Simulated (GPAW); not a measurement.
# ZrS (Fm-3m): the Zr L₃ absorption edge

Aim: the near-edge shape at the Zr L₃ edge of ZrS (Fm-3m), and what the core hole does to it.

Method: X-ray absorption from dipole matrix elements to empty bands, plane-wave PAW LDA, in GPAW 26.7.0.

Most raw output is cut from this account.

The database entry behind the starting cell differs from later determinations by our own check (an axis about 1.9 % long against later determinations), so it need not match the best structure at ambient conditions.

## (1) The structure

The structure is cubic, space group Fm-3m (No. 225). The conventional cell has a = 5.250 Å, b = 5.250 Å, c = 5.250 Å, α = 90.00°, β = 90.00°, γ = 90.00°. Zr has 6 S at 2.62 Å nearest. Nearest to S lie 6 Zr at 2.62 Å. Farther neighbours and most contacts between anions are not listed.

## (2) Ground state of the crystal

The ground state comes first: it tells whether the system has a gap, which decides how the excited electron is treated.

File scf.py:

```python
import numpy as np
from ase import Atoms
from ase.parallel import parprint, paropen
from gpaw import GPAW, PW, FermiDirac, Mixer, MixerDif, setup_paths
from gpaw.test import gen
setup_paths.insert(0, '.')
gen('Zr', name='nch2p', xcname='LDA', corehole=(2, 1, 0), write_xml=True)
from gpaw.mpi import world
world.barrier()

atoms = Atoms('ZrS',
    cell=[[0, 2.625, 2.625],
     [2.625, 0, 2.625],
     [2.625, 2.625, 0]],
    scaled_positions=[[0, 0, 0],
     [0.5, 0.5, 0.5]],
    pbc=True)
atoms.calc = calc = GPAW(legacy_gpaw=True, mode=PW(430, force_complex_dtype=True), xc='LDA', setups={0: 'nch2p'},
    kpts={'size': (8, 8, 8), 'gamma': True}, occupations=FermiDirac(0.05),
    charge=0, mixer=Mixer(0.1, 5, 50), maxiter=150,
    convergence={'density': 0.0001, 'eigenstates': 1e-6}, txt='scf.txt')
energy = atoms.get_potential_energy() + calc.get_reference_energy()
ef = calc.get_fermi_level()
out = dict(energy=energy, fermi=ef, forces=atoms.get_forces().tolist())
parprint(f'all-electron energy {energy:.4f} eV, Fermi level {ef:.4f} eV')
ev = np.array([[calc.get_eigenvalues(k, s) for k in range(len(calc.get_ibz_k_points()))] for s in range(calc.get_number_of_spins())])
out['homo'], out['lumo'], out['counts'] = ev[ev < ef].max(), ev[ev > ef].min(), sorted(set((ev < ef).sum((0, 2)).tolist()))
out['filled'] = (ev[:, 0] < ef).sum(1).tolist()
import json
with paropen('out.json', 'w') as f:
    json.dump(out, f)
```

On the command line:

```sh
$ OMP_NUM_THREADS=1 mpirun -n 4 gpaw python scf.py
```

Elapsed: 7.4 s, on 4 MPI ranks of Intel Xeon Platinum 8488C (Sapphire Rapids), shared host; peak memory 0.17 GiB; 25 s of CPU time.

The mesh shows no gap, so the system is treated as a metal and the core electron is put at the Fermi level (neutral cell).

## (3) Spectrum without a core hole, Zr atom 1

Without a hole the spectrum is the empty density of states of the right symmetry on the absorber, weighted by matrix elements. It needs only the small cell and serves as the baseline. The data set with a hole of occupation 0 only carries the core orbital.

The absorber has 6 S at 2.62 Å (octahedral, site symmetry m-3m).

File xas.py:

```python
import numpy as np
from ase import Atoms
from ase.parallel import parprint, paropen
from gpaw import GPAW, PW, FermiDirac, Mixer, MixerDif, setup_paths
from gpaw.test import gen
setup_paths.insert(0, '.')
gen('Zr', name='nch2p', xcname='LDA', corehole=(2, 1, 0), write_xml=True)
from gpaw.mpi import world
world.barrier()

atoms = Atoms('ZrS',
    cell=[[0, 2.625, 2.625],
     [2.625, 0, 2.625],
     [2.625, 2.625, 0]],
    scaled_positions=[[0, 0, 0],
     [0.5, 0.5, 0.5]],
    pbc=True)
atoms.calc = calc = GPAW(legacy_gpaw=True, mode=PW(430, force_complex_dtype=True), xc='LDA', setups={0: 'nch2p'},
    kpts={'size': (11, 11, 11), 'gamma': True}, occupations=FermiDirac(0.1),
    charge=0, mixer=Mixer(0.1, 5, 50), maxiter=150,
    convergence={'density': 0.0001, 'eigenstates': 1e-6}, txt='scf.txt')
energy = atoms.get_potential_energy() + calc.get_reference_energy()
ef = calc.get_fermi_level()
out = dict(energy=energy, fermi=ef, forces=atoms.get_forces().tolist())
parprint(f'all-electron energy {energy:.4f} eV, Fermi level {ef:.4f} eV')
ev = np.array([[calc.get_eigenvalues(k, s) for k in range(len(calc.get_ibz_k_points()))] for s in range(calc.get_number_of_spins())])
out['homo'], out['lumo'], out['counts'] = ev[ev < ef].max(), ev[ev > ef].min(), sorted(set((ev < ef).sum((0, 2)).tolist()))
out['filled'] = (ev[:, 0] < ef).sum(1).tolist()

from ase.units import Ha
from gpaw.xas import dipole_matrix_elements
nb = int(calc.get_number_of_electrons() / 2) + 30
top = nb
nscf = calc.fixed_density(kpts={'size': (6, 6, 6), 'gamma': True},
    convergence={'eigenstates': 1.0}, txt='nscf.txt')
nscf.diagonalize_full_hamiltonian(nbands=nb)
cell = atoms.cell.array
ops = [cell.T @ U.T @ np.linalg.inv(cell.T) for U in nscf.wfs.kd.symmetry.op_scc]
E = np.arange(-25, 34, 0.1)
fwhm = np.interp(E, [4, 25], [1.57, 3.5])
Y, X, zero, highest = 0, 0, 1e9, 1e9
for spin in range(nscf.get_number_of_spins()):
    wfs = nscf.wfs
    mine = wfs.bd.get_slice()  # this rank's bands
    A = dipole_matrix_elements(wfs.setups[0])
    eps = np.zeros((wfs.kd.nibzkpts, nb))
    d = np.zeros((3, A.shape[1], wfs.kd.nibzkpts, nb), complex)
    for kpt in wfs.kpt_u:
        if kpt.s == spin and 0 in kpt.P_ani:
            eps[kpt.k, mine] = kpt.eps_n * Ha
            d[:, :, kpt.k, mine] = (kpt.weight * wfs.nspins / 2) ** 0.5 * np.inner(A, kpt.P_ani[0])
    world.sum(eps)
    world.sum(d)
    T = np.einsum('amkn,bmkn->abkn', d, d.conj()).real
    T = sum(np.einsum('ai,ijkn,bj->abkn', R, T, R) for R in ops) / len(ops)
    empty = eps > ef
    zero, highest = min(zero, eps[empty].min()), min(highest, eps[:, top - 1].min())
    lines = [(eps, T, empty)] if spin == 0 else lines + [(eps, T, empty)]
for eps, T, empty in lines:
    f = np.einsum('aakn->akn', T).reshape(3, -1)
    x = eps.ravel() - zero
    w = np.interp(x, E, fwhm) / 2.35482
    g = np.exp(-0.5 * ((E[:, None] - x) / w) ** 2) / (w * (2 * np.pi) ** 0.5)
    Y = Y + (f * empty.ravel()) @ g.T
    X = X + (f * ~empty.ravel()) @ g.T
out.update(E=E.round(2).tolist(), xas=Y.tolist(), xes=X.tolist(), zero=zero, valid=highest - zero, nk=len(eps), nb=nb)
for i in range(0, len(E), 10):
    parprint(f'{E[i]:7.2f}', *(f'{v:10.3e}' for v in Y[:, i]))
import json
with paropen('out.json', 'w') as f:
    json.dump(out, f)
```

On the command line:

```sh
$ OMP_NUM_THREADS=1 mpirun -n 4 gpaw python xas.py
```

Wall time 10 s (4 MPI ranks); peak memory 0.24 GiB.

The Zr L₃ spectrum, Zr atom 1, no core hole (energy from the lowest empty level; intensity scaled to a mean of 1 over the first 20 eV):

| E (eV) | intensity |
| --- | --- |
| -2.0 | 0.00 |
| -1.4 | 0.05 |
| -0.8 | 0.33 |
| -0.2 | 1.03 |
| 0.4 | 1.96 |
| 1.0 | 2.86 |
| 1.6 | 3.46 |
| 2.2 | 3.18 |
| 2.8 | 2.31 |
| 3.4 | 1.52 |
| 4.0 | 0.89 |
| 4.6 | 0.62 |
| 5.2 | 0.75 |
| 5.8 | 0.82 |
| 6.4 | 0.75 |
| 7.0 | 0.81 |
| 7.6 | 0.96 |
| 8.2 | 0.98 |
| 8.8 | 0.89 |
| 9.4 | 0.81 |
| 10.0 | 0.81 |
| 10.6 | 0.79 |
| 11.2 | 0.67 |
| 11.8 | 0.52 |
| 12.4 | 0.41 |
| 13.0 | 0.37 |
| 13.6 | 0.37 |
| 14.2 | 0.40 |
| 14.8 | 0.44 |
| 15.4 | 0.50 |
| 16.0 | 0.56 |
| 16.6 | 0.61 |
| 17.2 | 0.64 |
| 17.8 | 0.65 |
| 18.4 | 0.62 |
| 19.0 | 0.57 |
| 19.6 | 0.51 |
| 20.2 | 0.45 |
| 20.8 | 0.42 |
| 21.4 | 0.40 |
| 22.0 | 0.42 |
| 22.6 | 0.44 |
| 23.2 | 0.46 |
| 23.8 | 0.47 |
| 24.4 | 0.46 |
| 25.0 | 0.44 |
| 25.6 | 0.44 |
| 26.2 | 0.47 |
| 26.8 | 0.51 |
| 27.4 | 0.56 |
| 28.0 | 0.60 |
| 28.6 | 0.64 |
| 29.2 | 0.65 |
| 29.8 | 0.65 |
| 30.4 | 0.62 |
| 31.0 | 0.57 |
| 31.6 | 0.52 |

Main maxima below 30 eV (height): 1.8 eV (3.48), 5.6 eV (0.82), 8.0 eV (1.00), 17.6 eV (0.65) and 29.4 eV (0.66). At an L edge the dipole rule selects empty d (and weakly s) states on the absorber, and the strong line at the onset measures the empty part of its d band.

The same matrix elements for filled bands give the Zr L₃ emission of Zr atom 1 (ground-state approximation; energy from the lowest empty level, largest value 1):

| E (eV) | emission |
| --- | --- |
| -24.00 | 0.00 |
| -23.25 | 0.00 |
| -22.50 | 0.00 |
| -21.75 | 0.00 |
| -21.00 | 0.00 |
| -20.25 | 0.00 |
| -19.50 | 0.00 |
| -18.75 | 0.00 |
| -18.00 | 0.00 |
| -17.25 | 0.00 |
| -16.50 | 0.00 |
| -15.75 | 0.02 |
| -15.00 | 0.04 |
| -14.25 | 0.03 |
| -13.50 | 0.01 |
| -12.75 | 0.00 |
| -12.00 | 0.00 |
| -11.25 | 0.00 |
| -10.50 | 0.00 |
| -9.75 | 0.00 |
| -9.00 | 0.01 |
| -8.25 | 0.05 |
| -7.50 | 0.16 |
| -6.75 | 0.34 |
| -6.00 | 0.61 |
| -5.25 | 0.58 |
| -4.50 | 0.27 |
| -3.75 | 0.12 |
| -3.00 | 0.20 |
| -2.25 | 0.47 |
| -1.50 | 0.83 |
| -0.75 | 0.99 |
| 0.00 | 0.59 |
| 0.75 | 0.13 |
| 1.50 | 0.01 |
| 2.25 | 0.00 |
| 3.00 | 0.00 |

Emission maxima: -5.6 eV (0.66) and -0.8 eV (1.00).

## (4) Supercell without a hole, the energy reference

The photon energy needs a difference of total energies, so the cell and mesh of the coming hole run are first run without a hole.

scf.py: that of step 2 with these lines changed.

```diff
@@ -10,11 +10,21 @@
 
-atoms = Atoms('ZrS',
-    cell=[[0, 2.625, 2.625],
-     [2.625, 0, 2.625],
-     [2.625, 2.625, 0]],
+atoms = Atoms('Zr6S6',
+    cell=[[2.625, 5.25, 2.625],
+     [5.25, -2.625, -2.625],
+     [2.625, 2.625, -5.25]],
     scaled_positions=[[0, 0, 0],
-     [0.5, 0.5, 0.5]],
+     [0.5, 0.16666667, 0.16666667],
+     [0, 0.33333333, 0.33333333],
+     [0.5, 0.5, 0.5],
+     [0, 0.66666667, 0.66666667],
+     [0.5, 0.83333333, 0.83333333],
+     [0.75, 0.25, 0.75],
+     [0.25, 0.41666667, 0.91666667],
+     [0.75, 0.58333333, 0.08333333],
+     [0.25, 0.75, 0.25],
+     [0.75, 0.91666667, 0.41666667],
+     [0.25, 0.08333333, 0.58333333]],
     pbc=True)
 atoms.calc = calc = GPAW(legacy_gpaw=True, mode=PW(430, force_complex_dtype=True), xc='LDA', setups={0: 'nch2p'},
-    kpts={'size': (8, 8, 8), 'gamma': True}, occupations=FermiDirac(0.05),
+    kpts={'size': (3, 4, 4), 'gamma': True}, occupations=FermiDirac(0.1),
     charge=0, mixer=Mixer(0.1, 5, 50), maxiter=150,
```

On the command line:

```sh
$ OMP_NUM_THREADS=1 mpirun -n 4 gpaw python scf.py
```

The job ended after 27 s (4 MPI ranks; peak memory 0.31 GiB).

Reference energy: -651762.674 eV with the cores included.

## (5) Spectrum with XCH, Zr atom 1

The holes are 6.4 Å apart. In GPAW the data set carries the hole's charge, so charge=0 means a charged cell and charge=-1 a neutral one. The excited electron is kept in the cell, where it fills the lowest empty states and screens the hole. After the field has converged, empty bands are computed with the density fixed and the dipole matrix elements are summed.

xas.py: that of step 3 with these lines changed.

```diff
@@ -6,3 +6,3 @@
 setup_paths.insert(0, '.')
-gen('Zr', name='nch2p', xcname='LDA', corehole=(2, 1, 0), write_xml=True)
+gen('Zr', name='fch2p', xcname='LDA', corehole=(2, 1, 1), write_xml=True)
 from gpaw.mpi import world
@@ -10,12 +10,22 @@
 
-atoms = Atoms('ZrS',
-    cell=[[0, 2.625, 2.625],
-     [2.625, 0, 2.625],
-     [2.625, 2.625, 0]],
+atoms = Atoms('Zr6S6',
+    cell=[[2.625, 5.25, 2.625],
+     [5.25, -2.625, -2.625],
+     [2.625, 2.625, -5.25]],
     scaled_positions=[[0, 0, 0],
-     [0.5, 0.5, 0.5]],
+     [0.5, 0.16666667, 0.16666667],
+     [0, 0.33333333, 0.33333333],
+     [0.5, 0.5, 0.5],
+     [0, 0.66666667, 0.66666667],
+     [0.5, 0.83333333, 0.83333333],
+     [0.75, 0.25, 0.75],
+     [0.25, 0.41666667, 0.91666667],
+     [0.75, 0.58333333, 0.08333333],
+     [0.25, 0.75, 0.25],
+     [0.75, 0.91666667, 0.41666667],
+     [0.25, 0.08333333, 0.58333333]],
     pbc=True)
-atoms.calc = calc = GPAW(legacy_gpaw=True, mode=PW(430, force_complex_dtype=True), xc='LDA', setups={0: 'nch2p'},
-    kpts={'size': (11, 11, 11), 'gamma': True}, occupations=FermiDirac(0.1),
-    charge=0, mixer=Mixer(0.1, 5, 50), maxiter=150,
+atoms.calc = calc = GPAW(legacy_gpaw=True, mode=PW(430, force_complex_dtype=True), xc='LDA', setups={0: 'fch2p'},
+    kpts={'size': (3, 4, 4), 'gamma': True}, occupations=FermiDirac(0.1),
+    charge=-1, mixer=Mixer(0.1, 5, 50), maxiter=150,
     convergence={'density': 0.0001, 'eigenstates': 1e-6}, txt='scf.txt')
@@ -31,10 +41,9 @@
 from gpaw.xas import dipole_matrix_elements
-nb = int(calc.get_number_of_electrons() / 2) + 30
-top = nb
-nscf = calc.fixed_density(kpts={'size': (6, 6, 6), 'gamma': True},
-    convergence={'eigenstates': 1.0}, txt='nscf.txt')
-nscf.diagonalize_full_hamiltonian(nbands=nb)
+nb = int(calc.get_number_of_electrons() / 2) + 162
+top, nb = nb, nb + 8 + nb // 12
+nscf = calc.fixed_density(kpts={'size': (3, 4, 4), 'gamma': True}, nbands=nb,
+    convergence={'bands': top, 'eigenstates': 5e-3}, maxiter=60, txt='nscf.txt')
 cell = atoms.cell.array
 ops = [cell.T @ U.T @ np.linalg.inv(cell.T) for U in nscf.wfs.kd.symmetry.op_scc]
-E = np.arange(-25, 34, 0.1)
+E = np.arange(-6, 34, 0.1)
 fwhm = np.interp(E, [4, 25], [1.57, 3.5])
```

On the command line:

```sh
$ OMP_NUM_THREADS=1 mpirun -n 4 gpaw python xas.py
```

Run time: 97 s. Hardware: 4 MPI ranks; peak memory 0.48 GiB; 6.5 min of CPU time.

The Zr L₃ spectrum, Zr atom 1, excited-electron core hole (neutral cell) (energy from the lowest empty level; intensity scaled to a mean of 1 over the first 20 eV):

| E (eV) | intensity |
| --- | --- |
| -2.00 | 0.00 |
| -1.25 | 0.12 |
| -0.50 | 0.97 |
| 0.25 | 2.98 |
| 1.00 | 4.23 |
| 1.75 | 3.41 |
| 2.50 | 2.08 |
| 3.25 | 1.13 |
| 4.00 | 0.68 |
| 4.75 | 0.62 |
| 5.50 | 0.59 |
| 6.25 | 0.62 |
| 7.00 | 0.82 |
| 7.75 | 0.96 |
| 8.50 | 0.91 |
| 9.25 | 0.79 |
| 10.00 | 0.70 |
| 10.75 | 0.64 |
| 11.50 | 0.53 |
| 12.25 | 0.43 |
| 13.00 | 0.37 |
| 13.75 | 0.36 |
| 14.50 | 0.40 |
| 15.25 | 0.49 |
| 16.00 | 0.57 |
| 16.75 | 0.62 |
| 17.50 | 0.64 |
| 18.25 | 0.63 |
| 19.00 | 0.57 |
| 19.75 | 0.49 |
| 20.50 | 0.42 |
| 21.25 | 0.41 |
| 22.00 | 0.43 |
| 22.75 | 0.47 |
| 23.50 | 0.49 |
| 24.25 | 0.48 |
| 25.00 | 0.47 |
| 25.75 | 0.48 |
| 26.50 | 0.52 |
| 27.25 | 0.58 |
| 28.00 | 0.64 |
| 28.75 | 0.68 |
| 29.50 | 0.69 |
| 30.25 | 0.65 |
| 31.00 | 0.59 |
| 31.75 | 0.54 |

Main maxima below 30 eV (height): 1.0 eV (4.23), 7.8 eV (0.96), 17.6 eV (0.64) and 29.2 eV (0.69). 

## (6) Supercell without a hole, the energy reference

The cell and mesh change for the next run, so it gets a reference energy of its own.

scf.py: that of step 4 with these lines changed.

```diff
@@ -10,21 +10,15 @@
 
-atoms = Atoms('Zr6S6',
-    cell=[[2.625, 5.25, 2.625],
-     [5.25, -2.625, -2.625],
-     [2.625, 2.625, -5.25]],
+atoms = Atoms('Zr3S3',
+    cell=[[0, -2.625, -2.625],
+     [0, -2.625, 2.625],
+     [-7.875, 0, 2.625]],
     scaled_positions=[[0, 0, 0],
-     [0.5, 0.16666667, 0.16666667],
-     [0, 0.33333333, 0.33333333],
-     [0.5, 0.5, 0.5],
-     [0, 0.66666667, 0.66666667],
-     [0.5, 0.83333333, 0.83333333],
-     [0.75, 0.25, 0.75],
-     [0.25, 0.41666667, 0.91666667],
-     [0.75, 0.58333333, 0.08333333],
-     [0.25, 0.75, 0.25],
-     [0.75, 0.91666667, 0.41666667],
-     [0.25, 0.08333333, 0.58333333]],
+     [0.66666667, 0.33333333, 0.33333333],
+     [0.33333333, 0.66666667, 0.66666667],
+     [0.83333333, 0.16666667, 0.66666667],
+     [0.5, 0.5, 0],
+     [0.16666667, 0.83333333, 0.33333333]],
     pbc=True)
 atoms.calc = calc = GPAW(legacy_gpaw=True, mode=PW(430, force_complex_dtype=True), xc='LDA', setups={0: 'nch2p'},
-    kpts={'size': (3, 4, 4), 'gamma': True}, occupations=FermiDirac(0.1),
+    kpts={'size': (5, 5, 5), 'gamma': True}, occupations=FermiDirac(0.1),
     charge=0, mixer=Mixer(0.1, 5, 50), maxiter=150,
```

On the command line:

```sh
$ OMP_NUM_THREADS=1 mpirun -n 4 gpaw python scf.py
```

It took 24 s on 4 MPI ranks; peak memory 0.31 GiB; 97 s of CPU time.

## (7) Spectrum with XCH, Zr atom 1

A smaller cell brings the holes closer; here they are 3.7 Å apart.

Changed against the first core-hole run: supercell atoms from 12 to 6; the field's mesh follows (3×4×4 to 5×5×5).

xas.py: that of step 5 with these lines changed.

```diff
@@ -10,21 +10,15 @@
 
-atoms = Atoms('Zr6S6',
-    cell=[[2.625, 5.25, 2.625],
-     [5.25, -2.625, -2.625],
-     [2.625, 2.625, -5.25]],
+atoms = Atoms('Zr3S3',
+    cell=[[0, -2.625, -2.625],
+     [0, -2.625, 2.625],
+     [-7.875, 0, 2.625]],
     scaled_positions=[[0, 0, 0],
-     [0.5, 0.16666667, 0.16666667],
-     [0, 0.33333333, 0.33333333],
-     [0.5, 0.5, 0.5],
-     [0, 0.66666667, 0.66666667],
-     [0.5, 0.83333333, 0.83333333],
-     [0.75, 0.25, 0.75],
-     [0.25, 0.41666667, 0.91666667],
-     [0.75, 0.58333333, 0.08333333],
-     [0.25, 0.75, 0.25],
-     [0.75, 0.91666667, 0.41666667],
-     [0.25, 0.08333333, 0.58333333]],
+     [0.66666667, 0.33333333, 0.33333333],
+     [0.33333333, 0.66666667, 0.66666667],
+     [0.83333333, 0.16666667, 0.66666667],
+     [0.5, 0.5, 0],
+     [0.16666667, 0.83333333, 0.33333333]],
     pbc=True)
 atoms.calc = calc = GPAW(legacy_gpaw=True, mode=PW(430, force_complex_dtype=True), xc='LDA', setups={0: 'fch2p'},
-    kpts={'size': (3, 4, 4), 'gamma': True}, occupations=FermiDirac(0.1),
+    kpts={'size': (5, 5, 5), 'gamma': True}, occupations=FermiDirac(0.1),
     charge=-1, mixer=Mixer(0.1, 5, 50), maxiter=150,
@@ -41,5 +35,5 @@
 from gpaw.xas import dipole_matrix_elements
-nb = int(calc.get_number_of_electrons() / 2) + 162
+nb = int(calc.get_number_of_electrons() / 2) + 83
 top, nb = nb, nb + 8 + nb // 12
-nscf = calc.fixed_density(kpts={'size': (3, 4, 4), 'gamma': True}, nbands=nb,
+nscf = calc.fixed_density(kpts={'size': (5, 5, 5), 'gamma': True}, nbands=nb,
     convergence={'bands': top, 'eigenstates': 5e-3}, maxiter=60, txt='nscf.txt')
```

On the command line:

```sh
$ OMP_NUM_THREADS=1 mpirun -n 4 gpaw python xas.py
```

The job ended after 55 s (4 MPI ranks; peak memory 0.39 GiB; 3.6 min of CPU time).

These settings depart from the first run's and aren't meant as converged.

The scaled spectrum changes by 6 % r.m.s. The highest intensity below 24 eV stays at 1.0 eV.

| E (eV) | first run | this run |
| --- | --- | --- |
| -2.0 | 0.00 | 0.01 |
| -0.5 | 0.97 | 1.18 |
| 1.0 | 4.23 | 4.22 |
| 2.5 | 2.08 | 1.98 |
| 4.0 | 0.68 | 0.82 |
| 5.5 | 0.59 | 0.52 |
| 7.0 | 0.82 | 0.79 |
| 8.5 | 0.91 | 0.96 |
| 10.0 | 0.70 | 0.71 |
| 11.5 | 0.53 | 0.50 |
| 13.0 | 0.37 | 0.38 |
| 14.5 | 0.40 | 0.41 |
| 16.0 | 0.57 | 0.57 |
| 17.5 | 0.64 | 0.65 |
| 19.0 | 0.57 | 0.55 |
| 20.5 | 0.42 | 0.41 |
| 22.0 | 0.43 | 0.44 |
| 23.5 | 0.49 | 0.49 |
| 25.0 | 0.47 | 0.47 |
| 26.5 | 0.52 | 0.51 |
| 28.0 | 0.64 | 0.65 |
| 29.5 | 0.69 | 0.72 |
| 31.0 | 0.59 | 0.61 |

## (8) Reference energy of the supercell

The cell, mesh and cutoff change for the next run, so it gets a reference energy of its own.

scf.py: that of step 6 with these lines changed.

```diff
@@ -10,15 +10,21 @@
 
-atoms = Atoms('Zr3S3',
-    cell=[[0, -2.625, -2.625],
-     [0, -2.625, 2.625],
-     [-7.875, 0, 2.625]],
+atoms = Atoms('Zr6S6',
+    cell=[[2.625, 5.25, 2.625],
+     [5.25, -2.625, -2.625],
+     [2.625, 2.625, -5.25]],
     scaled_positions=[[0, 0, 0],
-     [0.66666667, 0.33333333, 0.33333333],
-     [0.33333333, 0.66666667, 0.66666667],
-     [0.83333333, 0.16666667, 0.66666667],
-     [0.5, 0.5, 0],
-     [0.16666667, 0.83333333, 0.33333333]],
+     [0.5, 0.16666667, 0.16666667],
+     [0, 0.33333333, 0.33333333],
+     [0.5, 0.5, 0.5],
+     [0, 0.66666667, 0.66666667],
+     [0.5, 0.83333333, 0.83333333],
+     [0.75, 0.25, 0.75],
+     [0.25, 0.41666667, 0.91666667],
+     [0.75, 0.58333333, 0.08333333],
+     [0.25, 0.75, 0.25],
+     [0.75, 0.91666667, 0.41666667],
+     [0.25, 0.08333333, 0.58333333]],
     pbc=True)
-atoms.calc = calc = GPAW(legacy_gpaw=True, mode=PW(430, force_complex_dtype=True), xc='LDA', setups={0: 'nch2p'},
-    kpts={'size': (5, 5, 5), 'gamma': True}, occupations=FermiDirac(0.1),
+atoms.calc = calc = GPAW(legacy_gpaw=True, mode=PW(160, force_complex_dtype=True), xc='LDA', setups={0: 'nch2p'},
+    kpts={'size': (3, 4, 4), 'gamma': True}, occupations=FermiDirac(0.1),
     charge=0, mixer=Mixer(0.1, 5, 50), maxiter=150,
```

On the command line:

```sh
$ OMP_NUM_THREADS=1 mpirun -n 4 gpaw python scf.py
```

The job ended after 12 s (4 MPI ranks; peak memory 0.21 GiB).

The run finished; it serves as a test, and its numbers are not taken as the result.

(Part 1 of 2 ends here.)

[Logs are printed without paths, hosts, clocks, repeated set-up lines and the standing remarks that a program may print on its own settings, such as how far it seeks lower states.]

[Hosts, paths, dates, database ids (printed as entryN), source tags and the programs' standing remarks are cut or masked in the printed files.]

[Lists of maxima count a maximum above −3 eV only where it reaches 4 % of the highest in the window and stands out from its surroundings by 2 % of it (1.5 % where it reaches 55 %); shoulders and weaker maxima are passed over, and of the rest the first, up to two pre-edge ones and the few strongest are named.]
